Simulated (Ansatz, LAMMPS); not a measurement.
# Static equation of state of Zn15Cd21S36 with crystalline order left by the classical run (72 atoms)

Density of this cell: 4.41 g/cm³. The cell holds 72 atoms: 15 Zn, 21 Cd and 36 S. Cell: a = 12.253 Å, b = 12.242 Å, c = 11.274 Å, α = 90.0°, β = 90.0°, γ = 90.3°. The starting structure: 72 atoms (15 Zn, 21 Cd, 36 S) placed at random at 4.42 g/cm³, melted at 2500 K for 10 ps at fixed volume with the Stillinger-Weber II-VI potential (Zhou et al., Phys. Rev. B 88, 085309 (2013)). Quenched from 2500 K to 500 K at 6 K/ps and fixed volume, held 5 ps.

Calculated with Ansatz 0.2.0: Kohn-Sham DFT, PBE, PAW (set soft_1), plane waves; cutoff 420 eV, Γ point, gaussian smearing of 0.05 eV. Cell and atoms were relaxed first, to V0 = 23.487 Å³ an atom at a residual P0 = -0.007 GPa. The cell was then scaled evenly, and the atoms were relaxed at each volume.

| volume (Å³/atom) | pressure (GPa) |
| --- | --- |
| 21.138 | ? |
| 22.078 | 4.189 |
| 22.782 | 1.917 |
| 24.192 | -1.649 |
| 24.896 | -3.017 |

Task: Fit the third-order Birch–Murnaghan equation to the rows given and extrapolate to the withheld row.

Worked fit:

Take the Eulerian strain f = ½[(V0/V)^(2/3) − 1] and the normalised pressure F = (P − P0) / [3f(1 + 2f)^(5/2)]. The third-order Birch–Murnaghan equation is then the line F = B0 + (3/2)B0(B′ − 4) f, so u = f and v = F.

```
      u = f  v = F (GPa)
  0.0210564      59.9172
  0.0102567      59.4266
-0.00975678      58.9331
 -0.0190506      58.0385
```

With n = 4: mean u = 6.2643e-4, mean v = 59.0788, Σ(u − ū)² = 0.0010051, Σ(u − ū)(v − v̄) = 0.042461. Slope b = 0.042461 / 0.0010051 = 42.245; intercept a = v̄ − b ū = 59.052.

So B0 = a = 59.1 GPa and B′ = 4 + 2b/(3a) = 4.48. At the withheld volume f = 0.03638, F = a + b f = 60.59 GPa, and P = P0 + 3f(1 + 2f)^(5/2) F.

Prediction at 21.138: 7.876 GPa. The run gave 7.814 GPa, so the fit is high by 0.061 GPa (0.78 % of the value).

Among the rows given, the largest miss of the fit is at 24.896, by 0.011 GPa (0.10 % of the range of the table).

Limits: Static cells at zero temperature; the cell shape is held. The program notes that the SCF threshold of these relaxations is loose for the stress. The quench rate of 6 K/ps is many orders above laboratory rates, so the cell is likely richer in defects and strain than a real sample. The network of bonds at the start is that of the classical potential that made the cell, and needn't be the one that DFT or experiment would give. Only the Γ point is sampled, in a cell whose shortest periodic width is 11 Å.

[Logs are printed without paths, hosts, clocks, repeated set-up lines and the standing remarks that a program may print on its own settings, such as how far it seeks lower states.]

[Hosts, paths, dates, database ids (printed as entryN), source tags and the programs' standing remarks are cut or masked in the printed files.]
